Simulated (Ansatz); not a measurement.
**Nb (Im-3m): the Drude term of Re ε in the infrared**

Re ε of Nb (Im-3m) at low photon energies is read from one computed spectrum; the carriers' damping was typed as γ = 0.1 eV.

It takes space group Im-3m (No. 229, cubic). Conventional cell: a = 3.328 Å, b = 3.328 Å, c = 3.328 Å, α = 90.00°, β = 90.00°, γ = 90.00°. Nb on site a has 8 Nb at 2.88 Å as nearest neighbours.

Method: Ansatz 0.2.0, PBE, independent particles, k-mesh 14×14×14 with interpolation inside its cells, Gaussian parameter 0.1 eV.

Launch of the response step: `ansatz run input.yaml --threads 4 --pin off --max-ram 8192MiB --backend cpu --events-out ev --progress --plain --runs-dir out`. The run took 5 s, on 4 threads of Arm Neoverse V1, on a shared host.

```
photon energy E (eV)  wavelength (µm)     Re ε
                0.25             4.96  -1074.9
                0.30             4.13   -771.8
                0.35             3.54        ?
                0.40             3.10   -442.2
                0.50             2.48   -279.4
                0.60             2.07   -187.8
                0.70             1.77   -131.2
```

A Drude term over a constant background gives Re ε = ε_b − ωp²/(E² + γ²), linear in 1/(E² + γ²).

Working, on the rows shown:

| x = 1/(E² + γ²) (eV⁻²) | y = Re ε |
| --- | --- |
| 13.7931 | -1074.9 |
| 10 | -771.8 |
| 5.88235 | -442.2 |
| 3.84615 | -279.4 |
| 2.7027 | -187.8 |
| 2 | -131.2 |

Means: x̄ = 6.3707, ȳ = -481.22. Σ(x − x̄)(y − ȳ) = -8596, Σ(x − x̄)² = 107.4. Slope = -8596 / 107.4 = -80.01; intercept = ȳ − slope · x̄ = 28.509. The line misses the rows shown by at most 0.31.

Problem. Fill in the last column of the withheld row.

Solution. At x = 7.5472 the line gives y = -575.35. The run gave -575.4, so the interpolation is off by 0.055, 0.0 % of the range in the table.

Refitted with all rows, the slope is -80.01 and the intercept 28.505. These give ωp = √(−slope) = 8.94 eV, against 8.89 eV from the program's Fermi-surface sum, and an intercept of 28.5. Taking the program's Drude term off the rows leaves 15 at the lowest energy and 27 at the highest, so the background isn't constant: interband transitions lie in or near the window, and neither fitted number can be trusted. The cell comes from an older database entry, whose edges can be off by a per cent or so. The values come from a sum over the points of one k-mesh and carry its error, which is largest for Fermi-surface quantities. Spin-orbit coupling is left out.

[Logs are printed without paths, hosts, clocks, repeated set-up lines and the standing remarks that a program may print on its own settings, such as how far it seeks lower states.]
